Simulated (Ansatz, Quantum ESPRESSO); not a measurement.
# Work functions of clean metal faces in two plane-wave codes, Li(100) to Ca(100)

Do two independent codes agree on PBE work functions, and is their disagreement small beside the miss against experiment?

Set-up. Quantum ESPRESSO 7.5 (pw.x, pp.x): slabs at the tabulated lattice constant, outer layers relaxed under PBE by Ansatz 0.2.0 (PAW) or by pw.x, 16 to 19 Å of vacuum, cold smearing of 0.02 Ry, SCF threshold 1e-7 Ry, k-spacings of 0.17 to 0.35 Å⁻¹ (2π included); slabs of magnetic metals were started with moments, and † marks those that keep one. The work function is the vacuum level of the electrostatic potential less the Fermi level. GBRV ultrasoft files. The second code, Ansatz 0.2.0, uses PAW datasets and Fermi-Dirac smearing of 0.1 eV on the same atoms and mesh.

The runs side by side:

```tsv
face	layers	k mesh	pw.x (eV)	Ansatz (eV)	pw.x − Ansatz (eV)	measured (eV)
Li(100)	7	8×8	2.98	3.01	−0.04	-
Li(110)	5	8×8	3.18	3.21	−0.03	-
Be(0001)	6	12×12	5.42	5.39	+0.03	-
Na(100)	7	6×6	2.65	2.69	−0.04	-
Na(110)	5	8×8	2.80	2.83	−0.03	-
Mg(0001)	6	12×12	3.71	3.71	0.00	-
Al(100)	7	8×8	4.22	4.24	−0.02	4.32
Al(110)	7	8×8	3.98	3.98	0.00	4.23
Al(111)	5	12×12	4.10	4.12	−0.01	4.32
K(100)	7	4×4	2.22	2.25	−0.03	-
K(110)	5	6×6	2.35	2.39	−0.04	-
Ca(100)	7	8×8	2.75	2.77	−0.02	-
```

**Reading.** The codes differ by 0.023 eV on average and by at most 0.04 eV, on Li(100). pw.x lies above Ansatz on 2 faces and below on 10. Against the 3 measured values on unreconstructed faces pw.x misses by 0.19 eV on average (mean signed −0.19 eV), 16 times the difference between the codes on those faces; so few faces allow no general verdict.

What the numbers leave out: Slabs this thin leave some 0.05 to 0.1 eV open. The two smearings differ.  Measured values, compiled in “Properties of real metallic surfaces: Effects of density functional semilocality and van der Waals nonlocality” (2017, arxiv:1702.08515), differ between sources by 0.1 eV or more. Of 71 clean slabs run, each face is listed once, in this or a sister table, where both codes converged.

[Logs are printed without paths, hosts, clocks, repeated set-up lines and the standing remarks that a program may print on its own settings, such as how far it seeks lower states.]
